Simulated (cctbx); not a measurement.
## CaCr2Os across an absorption edge

Space group Cmcm (no. 63), a = 3.9250 Å, b = 9.5350 Å, c = 6.9580 Å, α = 90.00°, β = 90.00°, γ = 90.00°.

| atom | mult. | x | y | z | Ueq (Å²) |
| --- | --- | --- | --- | --- | --- |
| Os1 | 4 | 0 | 0.2180 | 3/4 | 0.0078 |
| Cr1 | 8 | 1/2 | 0.1438 | 0.9402 | 0.0095 |
| Ca1 | 4 | 1/2 | 0.4289 | 3/4 | 0.0124 |

The model was made for the exercise: a known structure type with other elements put in, its volume estimated, not relaxed; displacement parameters are assumed.

Calculated with cctbx: free-atom f′ and f″ from the Sasaki tables, no fine structure; amplitudes in electrons.

| E (eV) | F 1 3 0 | F 1 3 2 | F 0 4 0 | F 0 2 3 |
| --- | --- | --- | --- | --- |
| 10271 | 20.0 | 187.4 | 11.7 | 77.2 |
| 10621 | 24.1 | 183.6 | 6.7 | 79.9 |
| 10751 | 27.3 | 180.5 | 2.8 | 82.1 |
| 10811 | 30.3 | 177.5 | 1.0 | 84.1 |
| 10841 | 33.4 | 174.5 | 4.7 | 86.2 |
| 10856 | 36.4 | 171.6 | 8.4 | 88.2 |
| 10863 | 39.1 | 169.0 | 11.6 | 90.0 |
| 10867 | 41.9 | 166.2 | 15.1 | 91.9 |
| 10875 | 44.7 | 166.7 | 23.8 | 92.7 |
| 10879 | 41.3 | 170.2 | 21.0 | 90.3 |
| 10886 | 38.4 | 173.1 | 19.1 | 88.3 |
| 10901 | 35.4 | 176.2 | 17.6 | 86.1 |
| 10931 | 32.3 | 179.3 | 16.9 | 83.9 |
| 11021 | 28.7 | 183.1 | 17.1 | 81.3 |
| 11271 | 24.5 | 187.4 | 18.5 | 78.3 |

**Question.** Which edge is crossed, and why do the reflections move as they do?

The L3 edge of Os. The edge is at 10871 eV. f′ of Os falls from -12.1 e at 10751 eV to -18.6 e at 4 eV below it, and f″ steps from 3.84 to 10.20 e across it. Over that approach |F| changes by +53 % (1 3 0), -8 % (1 3 2), +439 % (0 4 0) and +12 % (0 2 3): a reflection falls where Os scatters in phase with the total and rises where it scatters against it; it hardly moves where the Os term is small or cancels by symmetry. Above the edge the larger f″ enters the imaginary part, where it can add to or cancel the other atoms' f″. The structure is centrosymmetric, so Friedel mates stay equal.
